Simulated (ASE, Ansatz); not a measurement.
# Relaxing random wurtzite alloy of AlN and GaN (72 atoms)

Wanted: the relaxed structure of random wurtzite alloy of AlN and GaN (72 atoms) and its electronic structure.

Calculated with Ansatz 0.2.0; Kohn-Sham DFT, PBE, PAW (set soft_2), plane waves.

Report form: the programs' logs are mostly left out.

**1. Starting point**

The cell holds 72 atoms: 22 Ga, 36 N and 14 Al. Its edges and angles: a = 9.477 Å, b = 9.477 Å, c = 10.212 Å, α = 90.0°, β = 90.0°, γ = 120.0°. It derives from AlN and GaN. Wurtzite AlN, 3 x 3 x 2 conventional cells, 22 of 36 Al sites given to Ga at random (x = 0.611), lattice by Vegard's rule (a = 3.159 Å, c = 5.106 Å); not relaxed, displaced by a Gaussian of 0.02 Å.

What the set-up can't give: The host structure and its lattice constant were typed by rule, without a check against the phase diagram.

**2. Single point at the start**

The forces at the start show how far the geometry lies from a minimum of this functional.

File input.yaml:

```yaml
crystal:
  lattice:
    - [9.4773, 0.0, 0.0]
    - [-4.73865, 8.20758, 0.0]
    - [0.0, 0.0, 10.2122]
  atoms:
    - { symbol: Ga, position: [0.00175, 0.0021, 0.00106] }
    - { symbol: "N", position: [0.11097, 0.22509, 0.06092] }
    - { symbol: Al, position: [0.11106, 0.22216, 0.24813] }
    - { symbol: "N", position: [0.99677, 0.00157, 0.3094] }
    [... 62 atom lines left out ...]
    - { symbol: Ga, position: [0.77633, 0.88646, 0.24942] }
    - { symbol: "N", position: [0.66814, 0.66565, 0.31033] }
    - { symbol: Al, position: [0.66676, 0.66092, 0.50285] }
    - { symbol: "N", position: [0.78006, 0.88809, 0.55681] }
    - { symbol: Ga, position: [0.77718, 0.88965, 0.74875] }
    - { symbol: "N", position: [0.66422, 0.66569, 0.81059] }
kpoints:
  mp_grid: { grid: [2, 2, 2] }
hamiltonian:
  xc: pbe
scf:
  occupations: { method: fermi_dirac, width: 0.025 }
output:
  forces: true
```

Command:

```sh
> ansatz run input.yaml --threads 4 --pin off --max-ram 8192MiB --backend cpu --events-out ev --progress --plain --runs-dir out
```

Elapsed: 34 s, on 4 threads of Arm Neoverse V2, shared host; peak memory 5.4 GiB.

Numbers from this run:

```
free energy            : -104631.2770 eV
free energy per atom   : -1453.2122 eV/atom
SCF cycles             : 8
r.m.s. force component : 0.6024 eV/Å
longest force          : 1.774 eV/Å
Fermi energy           : 10.18 eV
```

The r.m.s. force component of 0.60 eV/Å sets the starting point.

Length of the force by element:

| element | coordination | atoms | mean length of the force (eV/Å) | spread | least | most |
| --- | --- | --- | --- | --- | --- | --- |
| Al | all | 14 | 0.665 | 0.333 | 0.141 | 1.51 |
| Ga | all | 22 | 0.662 | 0.360 | 0.0612 | 1.45 |
| N | all | 36 | 1.21 | 0.388 | 0.292 | 1.77 |

**3. Cell and atoms relaxed**

The cell is relaxed with the atoms, since the starting lattice needn't suit this functional.

Changes to input.yaml since step 2:

```diff
@@ -15 +15,5 @@
   forces: true
+relax:
+  f_tol: 0.04
+  max_steps: 150
+  cell: {}
```

It took 4.3 min on 4 threads; peak memory 5.8 GiB; 17 min of CPU time.

Step by step:

| step | energy less that of the first step (eV) | largest force component (eV/Å) | pressure (GPa) | volume (Å³) |
| --- | --- | --- | --- | --- |
| 1 | 0.0000 | 1.7595 | 5.54 | 794.36 |
| 2 | -1.5477 | 0.9020 | 1.93 | 806.93 |
| 3 | -1.9659 | 0.0518 | -0.13 | 814.99 |
| 4 | -1.9694 | 0.0043 | 0.00 | 814.38 |
| 5* | -2.0393 | 0.0043 | 0.13 | 814.38 |
| 6 | -2.0377 | 0.0011 | 0.00 | 814.98 |
| 7* | -2.0409 | 0.0012 | 0.00 | 814.98 |

Relaxation steps marked * repeat the geometry before them on a plane-wave basis chosen anew for their cell, so energy and pressure can jump there.

| cell as run | before | after | change |
| --- | --- | --- | --- |
| a (Å) | 9.477 | 9.547 | +0.7 % |
| b (Å) | 9.477 | 9.547 | +0.7 % |
| c (Å) | 10.212 | 10.325 | +1.1 % |
| volume (Å³/atom) | 11.03 | 11.32 | +2.6 % |

The atoms that moved most (Å, as changes of fractional coordinates times the final cell):

| atom | dx | dy | dz | length |
| --- | --- | --- | --- | --- |
| N30 | -0.024 | 0.030 | 0.098 | 0.105 |
| N40 | -0.014 | -0.055 | 0.076 | 0.095 |
| N4 | 0.082 | 0.020 | -0.027 | 0.088 |
| N42 | -0.043 | 0.022 | -0.068 | 0.083 |
| Ga55 | -0.064 | 0.043 | -0.028 | 0.082 |
| N36 | 0.010 | -0.031 | -0.074 | 0.081 |
| N28 | -0.024 | 0.049 | -0.057 | 0.079 |
| N24 | -0.004 | -0.075 | -0.003 | 0.075 |

The relaxation changed the energy by -28.3 meV/atom, and atoms moved by 0.053 Å r.m.s., 0.10 Å at most.

**4. Distances and neighbours after relaxation**

Bonds before and after, by the cutoffs listed below:

| pair | bonds before | bonds after | mean before (Å) | mean after (Å) | spread before (Å) | spread after (Å) |
| --- | --- | --- | --- | --- | --- | --- |
| N-Ga | 88 | 88 | 1.928 | 1.966 | 0.026 | 0.009 |
| N-Al | 56 | 56 | 1.929 | 1.912 | 0.025 | 0.007 |

Density 4.92 g/cm³, 11.32 Å³ an atom.

Pair distribution functions g(r), in bins of 0.2 Å:

| r (Å) | total | N-N | N-Ga | N-Al | Ga-Ga | Ga-Al | Al-Al |
| --- | --- | --- | --- | --- | --- | --- | --- |
| 1.80 | 0.07 | 0.00 | 0.00 | 0.37 | 0.00 | 0.00 | 0.00 |
| 2.00 | 4.66 | 0.00 | 9.25 | 9.40 | 0.00 | 0.00 | 0.00 |
| 2.20 | 0.00 | 0.00 | 0.00 | 0.00 | 0.00 | 0.00 | 0.00 |
| 2.40 | 0.00 | 0.00 | 0.00 | 0.00 | 0.00 | 0.00 | 0.00 |
| 2.60 | 0.00 | 0.00 | 0.00 | 0.00 | 0.00 | 0.00 | 0.00 |
| 2.80 | 0.00 | 0.00 | 0.00 | 0.00 | 0.00 | 0.00 | 0.00 |
| 3.00 | 0.28 | 1.11 | 0.00 | 0.00 | 0.00 | 0.00 | 0.00 |
| 3.20 | 5.51 | 9.64 | 0.87 | 0.81 | 10.71 | 10.62 | 10.95 |
| 3.40 | 0.01 | 0.00 | 0.00 | 0.06 | 0.00 | 0.00 | 0.00 |
| 3.60 | 0.56 | 0.00 | 1.00 | 1.28 | 0.00 | 0.00 | 0.00 |
| 3.80 | 2.36 | 0.00 | 4.82 | 4.54 | 0.00 | 0.00 | 0.00 |
| 4.00 | 0.00 | 0.00 | 0.00 | 0.00 | 0.00 | 0.00 | 0.00 |
| 4.20 | 0.00 | 0.00 | 0.00 | 0.00 | 0.00 | 0.00 | 0.00 |
| 4.40 | 1.23 | 1.64 | 0.59 | 0.96 | 1.74 | 1.90 | 1.65 |
| 4.60 | 1.44 | 1.04 | 2.04 | 1.69 | 0.85 | 0.93 | 0.81 |
| 4.80 | 0.87 | 0.00 | 1.73 | 1.75 | 0.00 | 0.00 | 0.00 |
| 5.00 | 0.85 | 0.10 | 1.65 | 1.64 | 0.00 | 0.00 | 0.13 |
| 5.20 | 0.31 | 0.58 | 0.00 | 0.00 | 0.70 | 0.64 | 0.62 |
| 5.40 | 1.11 | 2.33 | 0.00 | 0.00 | 2.06 | 2.32 | 1.54 |
| 5.60 | 1.57 | 3.01 | 0.00 | 0.00 | 2.81 | 3.79 | 2.60 |
| 5.80 | 1.12 | 0.00 | 2.28 | 2.19 | 0.00 | 0.00 | 0.00 |
| 6.00 | 1.59 | 2.22 | 0.61 | 0.66 | 3.02 | 2.67 | 3.15 |
| 6.20 | 0.36 | 0.89 | 0.22 | 0.27 | 0.04 | 0.08 | 0.09 |
| 6.40 | 1.29 | 1.17 | 1.33 | 1.31 | 1.32 | 1.35 | 1.30 |
| 6.60 | 1.68 | 0.00 | 3.39 | 3.29 | 0.00 | 0.00 | 0.00 |
| 6.80 | 0.40 | 0.00 | 0.73 | 0.92 | 0.00 | 0.00 | 0.00 |
| 7.00 | 0.54 | 0.82 | 0.45 | 0.27 | 0.54 | 0.76 | 0.20 |
| 7.20 | 1.19 | 1.31 | 0.92 | 1.00 | 1.53 | 1.50 | 1.76 |

Bonds by pair of elements; cutoffs follow the first minimum of g(r), held within bounds set by covalent radii, and pairs that aren't listed don't count as bonded:

| pair A-B | cutoff (Å) | bonds | mean length (Å) | spread (Å) | shortest (Å) | B about A | A about B |
| --- | --- | --- | --- | --- | --- | --- | --- |
| N-Ga | 2.38 | 88 | 1.97 | 0.009 | 1.95 | 2.44 | 4 |
| N-Al | 2.33 | 56 | 1.91 | 0.007 | 1.90 | 1.56 | 4 |

How many atoms have how many bonded neighbours:

| element | mean | 4 |
| --- | --- | --- |
| Al | 4 | 14 |
| Ga | 4 | 22 |
| N | 4 | 36 |

Bond angles (no mean is given where the spread exceeds 20°):

| angle | count | mean (°) | spread (°) |
| --- | --- | --- | --- |
| N-Ga-N | 132 | 110 | 1.4 |
| Al-N-Ga | 102 | 110 | 1.2 |
| N-Al-N | 84 | 110 | 1.3 |
| Ga-N-Ga | 81 | 108 | 1.3 |
| Al-N-Al | 33 | 111 | 1.2 |

Rings of the network by King's shortest-path rule, up to 12 atoms, one path for each pair of neighbours; H, halogens, alkali and alkaline-earth atoms are left out, and the last column divides by all other atoms, bonded or not:

| ring size (atoms) | rings | per network atom |
| --- | --- | --- |
| 6 | 141 | 1.96 |

For some of the pairs, g(r) has its first main peak near 3.17 Å (N-N), 1.97 Å (N-Ga), 1.92 Å (N-Al), 3.18 Å (Ga-Ga), 3.18 Å (Ga-Al) and 3.16 Å (Al-Al). Counting bonds as in the table, all Al atoms have 4, all Ga atoms have 4 and all N atoms have 4 bonded neighbours. The N-Ga-N angle averages 110° with a spread of 1.4°. All rings counted have 6 atoms.

**5. Single point at the relaxed geometry**

One more single point at the end of the walk gives the fuller output and checks the residual forces.

File input.yaml:

```yaml
crystal:
  lattice:
    - [9.54694, 2.0e-05, -0.00075]
    - [-4.77346, 8.26763, 0.0002]
    - [-0.0008, -0.00021, 10.32522]
  atoms:
    - { symbol: Ga, position: [0.00257, 0.00206, 0.00056] }
    - { symbol: "N", position: [0.11713, 0.22614, 0.06398] }
    - { symbol: Al, position: [0.11363, 0.22321, 0.24898] }
    - { symbol: "N", position: [0.00656, 0.00404, 0.30679] }
    [... 62 atom lines left out ...]
    - { symbol: Ga, position: [0.77853, 0.88742, 0.25072] }
    - { symbol: "N", position: [0.66375, 0.66059, 0.31266] }
    - { symbol: Al, position: [0.6659, 0.6656, 0.49884] }
    - { symbol: "N", position: [0.77562, 0.88352, 0.55702] }
    - { symbol: Ga, position: [0.77882, 0.88856, 0.74814] }
    - { symbol: "N", position: [0.66886, 0.66389, 0.80985] }
kpoints:
  mp_grid: { grid: [2, 2, 2] }
hamiltonian:
  xc: pbe
scf:
  occupations: { method: fermi_dirac, width: 0.025 }
output:
  forces: true
  stress: true
  populations: true
  dos:
    method: { smearing: { sigma: 0.08 } }
    de: 0.05
    projected: { site_lists: { Al: [Al], Ga: [Ga], "N": ["N"] } }
  eigenvalues: true
  write_density: true
  write_potential: true
  volumetric_format: npy
```

Run time: 80 s. Hardware: 4 threads; peak memory 5.5 GiB; 5.2 min of CPU time.

Numbers from this run:

* free energy: -104633.3179 eV
* free energy per atom: -1453.2405 eV/atom
* SCF cycles: 7
* pressure: 0.00123 GPa
* r.m.s. force component: 0.00069 eV/Å
* longest force: 0.00228 eV/Å
* Fermi energy: 9.679 eV
* gap (highest filled to lowest empty level): 2.545 eV
* spilling of the projection: 0.003284

Löwdin charges by element (they lack the spilled electrons, 0.023 e an atom on average):

| element | coordination | atoms | mean charge (e) | spread | least | most |
| --- | --- | --- | --- | --- | --- | --- |
| Al | all | 14 | 1.10 | 0.0054 | 1.10 | 1.11 |
| Ga | all | 22 | 0.755 | 0.0053 | 0.745 | 0.766 |
| N | all | 36 | -0.845 | 0.0696 | -1.02 | -0.731 |

Charge against the make-up of the first shell:

| Al neighbours of N | atoms | mean charge (e) |
| --- | --- | --- |
| 0 | 6 | -0.734 |
| 1 | 10 | -0.806 |
| 2 | 15 | -0.877 |
| 3 | 4 | -0.946 |
| 4 | 1 | -1.02 |

Density of states as counts of states in windows of 1 eV (from the Fermi level), total and the larger projections:

| from (eV) | to (eV) | total | N p | Ga p | Ga s | Al p | N s | Ga d |
| --- | --- | --- | --- | --- | --- | --- | --- | --- |
| -14 | -13 | 38.0 | 0.6 | 2.5 | 1.0 | 2.0 | 9.2 | 22.0 |
| -13 | -12 | 19.9 | 0.2 | 2.3 | 0.3 | 0.6 | 6.9 | 9.5 |
| -12 | -8 | 0.0 | 0.0 | 0.0 | 0.0 | 0.0 | 0.0 | 0.0 |
| -8 | -7 | 12.6 | 6.8 | 1.1 | 3.3 | 0.7 | 0.3 | 0.1 |
| -7 | -6 | 33.5 | 19.1 | 2.6 | 6.1 | 1.5 | 1.6 | 0.4 |
| -6 | -5 | 20.9 | 12.8 | 2.2 | 1.4 | 1.3 | 1.5 | 0.3 |
| -5 | -4 | 31.1 | 21.1 | 3.9 | 1.2 | 2.3 | 1.0 | 0.3 |
| -4 | -3 | 44.2 | 33.5 | 4.8 | 0.9 | 2.7 | 0.8 | 0.5 |
| -3 | -2 | 56.5 | 47.2 | 4.7 | 0.4 | 2.2 | 0.4 | 0.8 |
| -2 | -1 | 17.4 | 15.7 | 0.9 | 0.0 | 0.2 | 0.0 | 0.3 |
| -1 | 1 | 0.0 | 0.0 | 0.0 | 0.0 | 0.0 | 0.0 | 0.0 |
| 1 | 2 | 0.2 | 0.0 | 0.0 | 0.1 | 0.0 | 0.1 | 0.0 |
| 2 | 3 | 2.0 | 0.4 | 0.2 | 0.4 | 0.1 | 0.7 | 0.0 |
| 3 | 4 | 16.1 | 2.0 | 3.9 | 2.4 | 2.5 | 3.8 | 0.0 |
| 4 | 5 | 36.4 | 6.0 | 9.7 | 4.5 | 5.9 | 6.1 | 0.1 |

Between -17 and -14 eV lie 234 more states.

The levels nearest the highest filled one (over half full), pooled over k-points and spins:

| level less the highest filled one (eV) | occupation |
| --- | --- |
| -0.125 | 2 |
| -0.119 | 2 |
| -0.107 | 2 |
| -0.0232 | 2 |
| -0.0105 | 2 |
| 0 | 2 |
| 2.54 | 0 |
| 3.58 | 0 |
| 3.64 | 0 |
| 3.86 | 0 |
| 3.87 | 0 |
| 3.88 | 0 |

Valence density in the ac plane at fractional y = 0.000, with atoms of Ga and N and Al within 0.2 Å of it. It is the smooth field of the valence electrons, not physical close to the nuclei.

Values in e/Å³, 13 rows by 16 columns, each cell a mean:
```
 7  1  0  0  0  0  0  0  0  1  8  4  0  0  0  3
 1  0  0  0  1  2  1  0  0  0  1  1  0  0  0  1
 3  1  0  0  2  3  1  0  0  1  3  2  1  0  1  2
 1  0  0  0  0  0  0  0  0  0  1  0  0  0  0  0
 0  0  0  0  0  0  0  0  0  0  0  0  0  0  0  0
 2  0  0  0  1  2  1  0  0  0  2  1  0  0  0  1
20  1  0  0  3 25  3  0  0  1 20 10  0  0  0 10
 1  0  0  0  0  1  0  0  0  0  1  1  0  0  0  1
 3  1  0  0  1  3  1  0  0  1  3  2  0  0  0  2
 2  1  0  0  1  2  1  0  0  1  2  1  0  0  0  1
 0  0  0  0  0  0  0  0  0  0  0  0  0  0  0  0
 0  0  0  0  0  0  0  0  0  0  0  0  0  0  0  0
16  1  0  0  0  0  0  0  0  1 15  7  0  0  0  7
```
Columns run along a (9.5 Å), rows up along c (10.3 Å). Atoms in or near the plane, at fractional coordinates: Ga at (0.00, 0.00), N at (0.01, 0.31), Ga at (0.00, 0.50), N at (0.00, 0.81), Al at (0.33, 0.00), N at (0.33, 0.31), Ga at (0.33, 0.50), N at (0.34, 0.82), Ga at (0.67, 0.00), N at (0.67, 0.31), Ga at (0.67, 0.50), N at (0.67, 0.81).

Electrostatic potential energy in the ac plane at fractional y = 0.000, with atoms of Ga and N and Al within 0.2 Å of it. With pseudopotentials it is smooth inside the atoms' cores, unlike the true potential.

Values in eV, 13 rows by 16 columns, each cell a mean:
```
-11  -1  10   9  -3  -2  -3   9  10  -1 -11 -10   5  11   5  -9
 -9   9  11  11   3 -14   3  11  11   9  -9  -2  11  11  11  -2
-35   2   5   6 -10 -36 -10   6   5   2 -36 -26   7   5   7 -25
  7   9   2   4  10   8  10   4   2   9   6   8   7   1   7   8
 11  11  11  11  11  10  11  11  11  11  10  11  11  10  11  11
 -7   4  10   9  -1  -8  -1  10  11   3  -7  -5   7  11   8  -5
-12  -6  10   7 -11 -12 -11   7  10  -6 -12 -12   2  11   2 -12
 -3   6  11  11   3  -4   3  10  11   6  -3   0   9  11   9  -1
-30   3   9  10  -8 -31  -3  10   9   5 -30 -20   9   9  10 -16
-19   4   1   3  -3 -20   1   3   1   5 -16  -8   6   1   6  -8
 11  10   7   8  11  11  11   8   7  10  12  11   9   7   9  11
  3   9  11  11   7   3   7  11  11   9   4   5  11  11  10   5
-12  -4   9   7  -5   0  -4   8   9  -4 -12 -12   3  10   3 -12
```
Columns run along a (9.5 Å; values clipped at the 3rd and 97th percentile), rows up along c (10.3 Å). Atoms in or near the plane, at fractional coordinates: Ga at (0.00, 0.00), N at (0.01, 0.31), Ga at (0.00, 0.50), N at (0.00, 0.81), Al at (0.33, 0.00), N at (0.33, 0.31), Ga at (0.33, 0.50), N at (0.34, 0.82), Ga at (0.67, 0.00), N at (0.67, 0.31), Ga at (0.67, 0.50), N at (0.67, 0.81).

Mean Löwdin charges: Al +1.10, Ga +0.76, N -0.84 e (they miss 0.33 % of the electrons, so they add up to more than the cell's charge). The charge on N changes by -0.071 e for each Al neighbour that takes the place of another kind, on average. The largest share in the top eV of filled states is N p (90 % of the projected weight), and in the lowest eV of empty states N s (43 % of the projected weight).

A closer look about N26, whose charge lies farthest from its element's mean: 8 atoms, nearest first, numbered in the order of the input, with positions taken from that point.

| atom | x | y | z | distance (Å) | bonds | Löwdin charge (e) |
| --- | --- | --- | --- | --- | --- | --- |
| N26 | 0.00 | 0.00 | 0.00 | 0.00 | 4 | -1.02 |
| Al25 | -0.01 | -1.82 | -0.61 | 1.92 | 4 | 1.10 |
| Al57 | 1.57 | 0.92 | -0.62 | 1.92 | 4 | 1.10 |
| Al33 | -1.58 | 0.91 | -0.61 | 1.92 | 4 | 1.10 |
| Al27 | -0.01 | 0.01 | 1.93 | 1.93 | 4 | 1.10 |
| N32 | 0.00 | -1.79 | -2.53 | 3.10 | 4 | -0.88 |
| N28 | -0.04 | -1.81 | 2.54 | 3.12 | 4 | -0.88 |
| N40 | -1.59 | 0.88 | -2.54 | 3.12 | 4 | -0.95 |

The column of bonds counts only the pairs N-Ga within 2.38 Å, N-Al within 2.33 Å; other neighbours, such as metal atoms beside each other in a compound, aren't counted, and periodic images can show an atom twice.

**6. K-mesh 3×3×3**

A denser mesh tests the sampling of the Brillouin zone.

Changes to input.yaml since step 5:

```diff
@@ -8,3 +8,3 @@
 kpoints:
-  mp_grid: { grid: [2, 2, 2] }
+  mp_grid: { grid: [3, 3, 3] }
 hamiltonian:
@@ -22,4 +22 @@
   eigenvalues: true
-  write_density: true
-  write_potential: true
-  volumetric_format: npy
```

The job ended after 4 min (4 threads; peak memory 5.9 GiB).

Geometry and reference: those of the single point at the relaxed geometry.

Forces differ from those of the single point at the relaxed geometry by 0.64 meV/Å r.m.s.; the energy by -0.78 meV/atom. It took 4 min and 7 cycles; the reference's time can't be set against it, since the two runs asked for unlike analyses.

**7. Coarser k-mesh (Γ alone)**

 Besides, the k-mesh goes from 2×2×2 to 1×1×1.

Changes to input.yaml since step 6:

```diff
@@ -8,3 +8,3 @@
 kpoints:
-  mp_grid: { grid: [3, 3, 3] }
+  mp_grid: { grid: [1, 1, 1] }
 hamiltonian:
```

It took 8.3 s on 4 threads; peak memory 1.1 GiB.

Geometry and reference: those of the single point at the relaxed geometry.

Forces differ from those of the single point at the relaxed geometry by 26 meV/Å r.m.s.; the energy by +63 meV/atom, the pressure by +0.12 GPa and the gap by -0.030 eV.

**8. Functional HSE06**

HSE06 mixes in a quarter of exact exchange at short range, which counters self-interaction, at a higher cost.

This step: Kohn-Sham DFT, HSE06, PAW (set soft_2), plane waves (Ansatz 0.2.0).

Changes to input.yaml since step 7:

```diff
@@ -10,3 +10,3 @@
 hamiltonian:
-  xc: pbe
+  xc: hse06
 scf:
```

The job ended after 2.5 min (4 threads; peak memory 2.5 GiB).

The program notes that the exchange threshold is loose for the stress and the SCF threshold is loose for the stress.

Geometry and reference: those of the coarser k-mesh.

Forces differ from the reference by 43 meV/Å r.m.s.; the pressure by -5.8 GPa and the gap by +1.3 eV. It took 18 times the reference's time (shared host, so rough).

The run gave:

```
free energy                                      : -104646.0941 eV
free energy per atom                             : -1453.4180 eV/atom
SCF cycles                                       : 19
pressure                                         : -5.67 GPa
r.m.s. force component                           : 0.04406 eV/Å
longest force                                    : 0.1301 eV/Å
Fermi energy                                     : 9.536 eV
gap (highest filled to lowest empty level) : 3.843 eV
spilling of the projection                       : 0.003741
```

(Continued in part 2 of 2.)

[Logs are printed without paths, hosts, clocks, repeated set-up lines and the standing remarks that a program may print on its own settings, such as how far it seeks lower states.]

[Hosts, paths, dates, database ids (printed as entryN), source tags and the programs' standing remarks are cut or masked in the printed files.]
